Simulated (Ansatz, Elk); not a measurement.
**V3GaMo2: X-ray structure factors from the self-consistent density**

The structure of V3GaMo2 used here is made up (a known structure type with other elements) and was relaxed beforehand with PBEsol. The aim is the Fourier transform of its all-electron density, F(hkl), set beside the sum over free spherical atoms that refinements use.

Method: DFT, PBE, all-electron APW+lo, Dirac cores, scalar-relativistic bands, static density, no spin, in Elk 11.2.3 (patched build).

The structure was built from a prototype and need not be the compound's stable phase.

## 1. The structure

The structure is tetragonal, space group P-4m2 (No. 115). The conventional cell has a = 3.535 Å, b = 3.535 Å, c = 6.863 Å, α = 90.00°, β = 90.00°, γ = 90.00°. Nearest to Mo lie 5 V at 2.54 to 2.59 Å. Ga has 8 V at 2.50 to 2.61 Å nearest. Nearest to V lie 4 Ga at 2.50 Å and 4 V at 2.61 Å. Nearest to V lie 5 Mo at 2.54 to 2.59 Å and 2 V at 2.61 Å and 2 Ga at 2.61 Å. Farther neighbours are not listed.

## 2. Ground state and structure factors

An all-electron density is needed, since X-rays see the cores too. Task 0 finds the density and task 195 Fourier-transforms it; tshift is off so that phases refer to the origin typed.

The input, elk.in:

```
tasks
  0
  195

xctype
  20

spinpol
  .false.

rgkmax
  7.0

gmaxvr
  14.0

lmaxo
  7

lmaxapw
  8

swidth
  0.002

tshift
  .false.

ramdisk
  .false.

hmaxvr
  5.5

maxscl
  120

epspot
  1e-06

sppath
  './'

avec
  6.68101532148 0.00000000000 -0.00000000000
  0.00000000000 6.68101532148 0.00000000000
  -0.00000000000 0.00000000000 12.96842502408

atoms
  3
  'Mo.in'
  2
  0.0000000000 0.5000000000 0.3418688238   0.000000 0.000000 0.000000
  0.5000000000 0.0000000000 0.6581311762   0.000000 0.000000 0.000000
  'Ga.in'
  1
  0.5000000000 0.5000000000 0.0000000000   0.000000 0.000000 0.000000
  'V.in'
  3
  0.0000000000 0.0000000000 0.0000000000   0.000000 0.000000 0.000000
  -0.0000000000 0.5000000000 0.7194724444   0.000000 0.000000 0.000000
  0.5000000000 0.0000000000 0.2805275556   0.000000 0.000000 0.000000

ngridk
  6 6 4
```

Run with:

```
$ OMP_NUM_THREADS=4 elk
```

Numbers of over 12 decimals in the logs are rounded to 6 here.

The log of the run:

```text
┌─────────────────────────┐
│ Elk code version 11.2.3 │
└─────────────────────────┘

All units are atomic (Hartree, Bohr, etc.)

┌─────────────────────────────────────────────────┐
│ Ground-state run starting from atomic densities │
└─────────────────────────────────────────────────┘

Lattice vectors :
   6.681015321       0.000000000      -0.000000000
   0.000000000       6.681015321       0.000000000
  -0.000000000       0.000000000       12.96842502

Reciprocal lattice vectors :
  0.9404536593      -0.000000000       0.000000000
  -0.000000000      0.9404536593      -0.000000000
   0.000000000      -0.000000000      0.4844987187

Unit cell volume      :    578.8581749
Brillouin zone volume :   0.4285163866

Muffin-tin inner radius fraction :   0.1000000000E-01

Nuclei treated as point charges

Species : 1 (Mo)
 parameters loaded from : Mo.in
 name : molybdenum
 nuclear charge    :   -42.00000000
 electronic charge :    42.00000000
 atomic mass :    174887.9214
 muffin-tin radius :    2.465163785
 number of radial points in muffin-tin :   1193
 inner part over the whole radius :   0.9918349189E-02
 number on inner part of muffin-tin    :    847
 approximate nuclear radius :   0.8334154960E-04
 number of mesh points to nuclear radius :    421
 atomic positions (lattice), magnetic fields (Cartesian) :
  1 :   0.00000000  0.50000000  0.34186882    0.00000000  0.00000000  0.00000000
  2 :   0.50000000  0.00000000  0.65813118    0.00000000  0.00000000  0.00000000

Species : 2 (Ga)
 parameters loaded from : Ga.in
 name : gallium
 nuclear charge    :   -31.00000000
 electronic charge :    31.00000000
 atomic mass :    127097.2539
 muffin-tin radius :    2.399309822
 number of radial points in muffin-tin :    993
 inner part over the whole radius :   0.9953721908E-02
 number on inner part of muffin-tin    :    702
 approximate nuclear radius :   0.7562051033E-04
 number of mesh points to nuclear radius :    339
 atomic positions (lattice), magnetic fields (Cartesian) :
  1 :   0.50000000  0.50000000  0.00000000    0.00000000  0.00000000  0.00000000

Species : 3 (V)
 parameters loaded from : V.in
 name : vanadium
 nuclear charge    :   -23.00000000
 electronic charge :    23.00000000
 atomic mass :    92860.67382
 muffin-tin radius :    2.274881417
 number of radial points in muffin-tin :    993
 inner part over the whole radius :   0.9922455593E-02
 number on inner part of muffin-tin    :    698
 approximate nuclear radius :   0.6897515165E-04
 number of mesh points to nuclear radius :    328
 atomic positions (lattice), magnetic fields (Cartesian) :
  1 :   0.00000000  0.00000000  0.00000000    0.00000000  0.00000000  0.00000000
  2 :   0.00000000  0.50000000  0.71947244    0.00000000  0.00000000  0.00000000
  3 :   0.50000000  0.00000000  0.28052756    0.00000000  0.00000000  0.00000000

Total number of atoms per unit cell :    6
Total muffin-tin volume :    331.2996073
 ratio of muffin-tin to unit cell volume :   0.5723329508

Spin treatment :
 spin-unpolarised

Number of Bravais lattice symmetries :   16
Number of crystal symmetries         :    8
Crystal has no inversion symmetry
Complex Hermitian eigensolver will be used

k-point grid :      6     6     4
k-point offset :    0.000000000       0.000000000       0.000000000
k-point set is reduced with full crystal symmetry group
Total number of k-points :       36

Muffin-tin radius times maximum |G+k| :    7.000000000
 using average radius
Maximum |G+k| for APW functions       :    2.967300006
Maximum (1/2)|G+k|²                   :    4.402434662
Maximum |G| for potential and density :    14.00000000
Constant for pseudocharge density :    9
 order of it for each species :   16  16  16
 order of it for pair densities of each species (exact exchange by exxq0 0: 17) :   11  10   9
Radial integration step length :    1

G-vector grid sizes :     30    30    60
Number of G-vectors :    26777

Maximum angular momentum used for
 APW functions            :    8
[...]
exchange                    :     -450.30910120017
 correlation                 :     -9.026167
 electron entropic           :    -0.22332716148686E-02
 total energy                :     -12891.552815678

Density of states at Fermi energy :    176.5545732
 (states/Hartree/unit cell)

Estimated indirect band gap :   0.6538445209E-03
 from k-point 3 to k-point 29
Estimated direct band gap   :   0.5328092550E-02
 at k-point 34

Charges :
 core                        :    104.0000000
 valence                     :    80.00000000
 interstitial                :    9.509058253
 muffin-tins (core leakage)
  species : 1 (Mo)
[...]
species : 2 (Ga)
[...]
species : 3 (V)
[...]
total in muffin-tins        :    174.4909417
 total calculated charge     :    183.9985481
 total charge                :    184.0000000
 error                       :   0.1451878623E-02

RMS change in Kohn-Sham potential (target) :   0.4078266749     (  0.1000000000E-05)
Absolute change in total energy (target)   :   0.8860204768E-01 (  0.1000000000E-03)

[... loops 3 to 19 left out ...]

┌──────────────────┐
│ Loop number : 20 │
└──────────────────┘

Energies :
 Fermi                       :     0.388241
 sum of occupied eigenvalues :     -7577.3669691582
 electron kinetic            :      13257.689718604
 core electron kinetic       :      12680.041538903
 Coulomb                     :     -25688.885214157
 Coulomb potential           :     -20236.640594414
 nuclear-nuclear             :     -1844.1948047716
 electron-nuclear            :     -27511.858514216
 Hartree                     :      3667.1681048306
 Madelung                    :     -15570.564916950
 xc potential                :     -598.41609334819
 exchange                    :     -450.97103336910
 correlation                 :     -9.025011
 electron entropic           :    -0.21290965517790E-02
 total energy                :     -12891.193669148

Density of states at Fermi energy :    162.2837640
 (states/Hartree/unit cell)

Estimated indirect band gap :   0.3221312317E-03
 from k-point 33 to k-point 32
Estimated direct band gap   :   0.5454363266E-02
 at k-point 4

Charges :
 core                        :    104.0000000
 valence                     :    80.00000000
 interstitial                :    9.016776936
 muffin-tins (core leakage)
  species : 1 (Mo)
[...]
species : 2 (Ga)
[...]
species : 3 (V)
[...]
total in muffin-tins        :    174.9832231
 total calculated charge     :    183.9985613
 total charge                :    184.0000000
 error                       :   0.1438666505E-02

RMS change in Kohn-Sham potential (target) :   0.3876986282E-06 (  0.1000000000E-05)
Absolute change in total energy (target)   :   0.2350697650E-04 (  0.1000000000E-03)

Convergence targets achieved

┌──────────────────┐
│ Loop number : 21 │
└──────────────────┘

Energies :
 Fermi                       :     0.388241
 sum of occupied eigenvalues :     -7577.3669680021
 electron kinetic            :      13257.689714422
 core electron kinetic       :      12680.041532930
 Coulomb                     :     -25688.885209605
 Coulomb potential           :     -20236.640591923
 nuclear-nuclear             :     -1844.1948047716
 electron-nuclear            :     -27511.858508114
 Hartree                     :      3667.1681032803
 Madelung                    :     -15570.564913644
 xc potential                :     -598.41609050112
 exchange                    :     -450.97103302307
 correlation                 :     -9.025011
 electron entropic           :    -0.21290965015940E-02
 total energy                :     -12891.193668433

Density of states at Fermi energy :    162.2837566
 (states/Hartree/unit cell)

Estimated indirect band gap :   0.3221228928E-03
 from k-point 33 to k-point 32
Estimated direct band gap   :   0.5454378451E-02
 at k-point 4

Charges :
 core                        :    104.0000000
 valence                     :    80.00000000
 interstitial                :    9.016777127
 muffin-tins (core leakage)
  species : 1 (Mo)
[...]
species : 2 (Ga)
[...]
species : 3 (V)
   atom 1                    :    21.43040523     ( -0.2187621799E-06)
   atom 2                    :    21.53477844     ( -0.2187591424E-06)
   atom 3                    :    21.53477844     ( -0.2187591424E-06)
 total in muffin-tins        :    174.9832229
 total calculated charge     :    183.9985613
 total charge                :    184.0000000
 error                       :   0.1438666152E-02

┌──────────────────────────────┐
│ Self-consistent loop stopped │
└──────────────────────────────┘

Warning : core states of species 2 leak from the muffin-tin :   0.7910506253E-03

Wrote STATE.OUT
```

The job ended after 75 s (4 threads of Arm Neoverse V1, shared host; peak memory 0.23 GiB).

SFACRHO.OUT:

```text

h k l indices transformed by vhmat matrix:
   1.000000000       0.000000000       0.000000000    
   0.000000000       1.000000000       0.000000000    
   0.000000000       0.000000000       1.000000000    

      h      k      l  multipl.   |H|            Re(F)            Im(F)           |F|

      0      0      0      1   0.0000000       184.00000     -0.53346026E-16   184.00000    
      0      0     -1      2  0.48449872     -0.60323657     -0.12049906E-13  0.60323657    
     -1      0      0      4  0.94045366      -8.0115555     -0.95081074E-14   8.0115555    
      0      0     -2      2  0.96899744      -18.468482     -0.25103972E-13   18.468482    
      0     -1      1      4   1.0579188      -8.0328644      -22.863587       24.233665    
      0     -1     -1      4   1.0579188      -8.0328644       22.863587       24.233665    
      1     -1      0      4   1.3300023      -57.909517     -0.34139530E-14   57.909517    
      0      1      2      4   1.3503367      -8.0066538       47.427579       48.098667    
      1      0      2      4   1.3503367      -8.0066538      -47.427579       48.098667    
      1     -1     -1      8   1.4155017       82.316440      0.80332709E-14   82.316440    
      0      0     -3      2   1.4534962       121.23475      0.17673196E-12   121.23475    
     -1     -1     -2      8   1.6455583       91.659248      0.36149719E-13   91.659248    
      1      0      3      4   1.7312146      -7.7445056       34.677093       35.531369    
      0      1      3      4   1.7312146      -7.7445056      -34.677093       35.531369    
     -2      0      0      4   1.8809073       122.94664      0.15962072E-13   122.94664    
      0      0     -4      2   1.9379949       17.405195     -0.46191308E-13   17.405195    
      0      2     -1      4   1.9423057     -0.97241442     -0.24443039E-01  0.97272158    
      0      2      1      4   1.9423057     -0.97241442      0.24443039E-01  0.97272158
```

Elk indexes on the primitive cell of elk.in and gives |H| = 4π sin θ/λ in inverse bohr. Below, one row stands for each form hkl of the conventional cell (m members, Friedel mates merged), F is for one primitive cell and the density is static (no thermal factor). Free-atom factors are Waasmaier and Kirfel's, and R is Σm||F|−|F'||/Σm|F|.

```
hkl   m  sin θ/λ (Å⁻¹)  abs F, DFT  neutral atoms   diff.  abs of complex diff.
001   2          0.073       0.603          0.795  -0.192                 0.192
100   4          0.141       8.012          8.137  -0.125                 0.125
002   2          0.146      18.468         18.358  +0.111                 0.111
101   8          0.159      24.234         24.624  -0.390                 0.401
110   4          0.200      57.910         58.436  -0.527                 0.527
102   8          0.203      48.099         48.395  -0.296                 0.330
111   8          0.213      82.316         82.897  -0.580                 0.580
003   2          0.219     121.235        122.200  -0.965                 0.965
112   8          0.247      91.659         92.558  -0.899                 0.899
103   8          0.260      35.531         35.938  -0.407                 0.435
200   4          0.283     122.947        123.925  -0.978                 0.978
004   2          0.291      17.405         17.833  -0.428                 0.428
201   8          0.292       0.973          0.814  +0.159                 0.160
113   8          0.296      36.050         36.041  +0.010                 0.010
210   8          0.316       7.337          7.373  -0.036                 0.036
202   8          0.318      12.934         13.031  -0.097                 0.103
104   8          0.324      23.247         23.162  +0.084                 0.135
211  16          0.325      21.090         20.976  +0.114                 0.201
212  16          0.348      39.582         39.475  +0.107                 0.183
114   8          0.353      49.504         49.500  +0.005                 0.005
203   8          0.357      97.083         97.264  -0.181                 0.194
005   2          0.364       1.922          1.547  +0.375                 0.375
```

## 3. The highest occupied states alone

An energy window below the Fermi level keeps the highest occupied states, to see at which angles they scatter; shallow core shells can lie inside it and anion s states outside. No new self-consistency is needed.

Edit elk.in of step 2 so:

```diff
@@ -1,3 +1,2 @@
 tasks
-  0
   195
@@ -40,2 +39,5 @@
 
+wsfac
+  -0.052750 0.688240
+
 sppath
```

Run with:

```
$ OMP_NUM_THREADS=4 elk
```

The log of the run:

```text
┌─────────────────────────────────┐
│ Elk code version 11.2.3 started │
└─────────────────────────────────┘

Info(readinput): the functional depends on the density's gradient
 muffin-tin radial points multiplied by    2.00000
 (not where nrmtscf is given)

┌────────────────────┐
│ Current task : 195 │
└────────────────────┘
Info(checkmt): changed muffin-tin radius of species 1 (Mo) from   2.6000 to   2.4652
Info(checkmt): changed muffin-tin radius of species 2 (Ga) from   2.4000 to   2.3993
Info(checkmt): changed muffin-tin radius of species 3 (V) from   2.4000 to   2.2749

Info(sfacrho): density structure factors written to SFACRHO.OUT

 Energy window :  -0.5275000000E-01  0.6882400000

┌──────────────────┐
│ Elk code stopped │
└──────────────────┘
```

Run time: 14 s. Hardware: 4 threads; peak memory 0.16 GiB; 18 s of CPU time.

States within 12 eV below the Fermi level hold 30.00 electrons; any levels below the window count with the cores. Their amplitudes can exceed the total, where window and core parts have opposite phase:

```
hkl  sin θ/λ (Å⁻¹)  abs F, window  abs F, all
001          0.073          0.400       0.603
100          0.141          1.502       8.012
002          0.146          3.239      18.468
101          0.159          1.532      24.234
110          0.200          3.593      57.910
102          0.203          1.538      48.099
111          0.213          3.163      82.316
003          0.219          4.626     121.235
112          0.247          3.390      91.659
103          0.260          1.861      35.531
```

## 4. Another functional

The difference from free atoms is small, so it is set against the change that PBEsol makes.

Edit elk.in of step 3 so:

```diff
@@ -1,2 +1,3 @@
 tasks
+  0
   195
@@ -4,3 +5,3 @@
 xctype
-  20
+  22
 
@@ -39,5 +40,2 @@
 
-wsfac
-  -0.052750 0.688240
-
 sppath
```

Run with:

```
$ OMP_NUM_THREADS=4 elk
```

The log of the run:

```text
┌─────────────────────────┐
│ Elk code version 11.2.3 │
└─────────────────────────┘

All units are atomic (Hartree, Bohr, etc.)

┌─────────────────────────────────────────────────┐
│ Ground-state run starting from atomic densities │
└─────────────────────────────────────────────────┘

Lattice vectors :
   6.681015321       0.000000000      -0.000000000
   0.000000000       6.681015321       0.000000000
  -0.000000000       0.000000000       12.96842502

Reciprocal lattice vectors :
  0.9404536593      -0.000000000       0.000000000
[...]
species : 1 (Mo)
[...]
species : 2 (Ga)
[...]
species : 3 (V)
[...]
atom 2                    :    21.53607625     ( -0.2187520547E-06)
   atom 3                    :    21.53607625     ( -0.2187520547E-06)
 total in muffin-tins        :    174.9795529
 total calculated charge     :    183.9985350
 total charge                :    184.0000000
 error                       :   0.1464966416E-02

┌──────────────────────────────┐
│ Self-consistent loop stopped │
└──────────────────────────────┘

Warning : core states of species 2 leak from the muffin-tin :   0.8030532997E-03

Wrote STATE.OUT
[key lines of the parts left out:]
total energy                :     -12882.440922635
```

Wall time 76 s (4 threads); peak memory 0.23 GiB; 4.2 min of CPU time.

Against the first run R = 0.02 %; the largest change is -0.049 at 200.

## 5. Basis size

A smaller basis shows how fast F responds to it; the change is likely larger than the basis error of the first run, but doesn't show convergence.

Edit elk.in of step 4 so:

```diff
@@ -5,3 +5,3 @@
 xctype
-  22
+  20
 
@@ -11,3 +11,3 @@
 rgkmax
-  7.0
+  5.5
```

Run with:

```
$ OMP_NUM_THREADS=4 elk
```

The log of the run:

```text
┌─────────────────────────┐
│ Elk code version 11.2.3 │
└─────────────────────────┘

All units are atomic (Hartree, Bohr, etc.)

┌─────────────────────────────────────────────────┐
│ Ground-state run starting from atomic densities │
└─────────────────────────────────────────────────┘

Lattice vectors :
   6.681015321       0.000000000      -0.000000000
   0.000000000       6.681015321       0.000000000
  -0.000000000       0.000000000       12.96842502

Reciprocal lattice vectors :
  0.9404536593      -0.000000000       0.000000000
[...]
species : 1 (Mo)
[...]
species : 2 (Ga)
[...]
species : 3 (V)
[...]
atom 2                    :    21.47505215     ( -0.2187589612E-06)
   atom 3                    :    21.47505215     ( -0.2187589612E-06)
 total in muffin-tins        :    174.6355580
 total calculated charge     :    183.9998497
 total charge                :    184.0000000
 error                       :   0.1502799851E-03

┌──────────────────────────────┐
│ Self-consistent loop stopped │
└──────────────────────────────┘

Warning : core states of species 2 leak from the muffin-tin :   0.7962267603E-03

Wrote STATE.OUT
[key lines of the parts left out:]
total energy                :     -12890.950415503
```

Elapsed: 60 s, on 4 threads; peak memory 0.2 GiB.

Against the first run R = 0.04 %; the largest change is +0.183 at 203.

## 6. Settings against the effect

```csv
run,R against the first run (%),"R against neutral atoms, low angle (%)",wall time
"PBE, rgkmax 7",0.00,0.88,75 s
PBEsol,0.02,0.91,76 s
rgkmax 5.5,0.04,0.93,60 s
```

## 7. Summary of results

```
R against neutral atoms, sin θ/λ < 0.3 Å⁻¹ : 0.88 %
R against neutral atoms, 0.3 to 0.81 Å⁻¹   : 0.35 %
```

In words: Independent neutral atoms miss the calculated amplitudes by R = 0.88 % below 0.3 Å⁻¹ and 0.35 % from there to 0.81 Å⁻¹; by shells, 1.57 % below 0.15 Å⁻¹ (3 forms), 0.87 % 0.15 to 0.3 (11 forms), 0.44 % 0.3 to 0.45 (21 forms), 0.33 % above 0.45 (114 forms). Bonding, aspherical density and the tables' own atoms all enter these figures, and the runs don't part them. The largest change of an amplitude is -0.98 electrons, at 200. R counts amplitudes alone; phases shift too. Weak lines can change much in proportion: 005 goes from 1.55 to 1.92. The window's part falls from 30.0 electrons at the origin to at most 0.83 between 0.45 and 0.81 Å⁻¹, where compact states inside the window still scatter. Below 0.3 Å⁻¹ the changes that finished (PBEsol and rgkmax 5.5) move F by R = 0.07 % at most, against the 0.88 % that separates it from free atoms. The k-mesh has no finished test. These runs have no spin, though d or f shells may be open. Part of the difference isn't bonding: the tables are fits to free atoms and ions calculated by other methods than this functional. Thermal motion, anomalous dispersion and extinction are left out.

[Logs are printed without paths, hosts, clocks, repeated set-up lines and the standing remarks that a program may print on its own settings, such as how far it seeks lower states.]

[Hosts, paths, dates, database ids (printed as entryN), source tags and the programs' standing remarks are cut or masked in the printed files.]
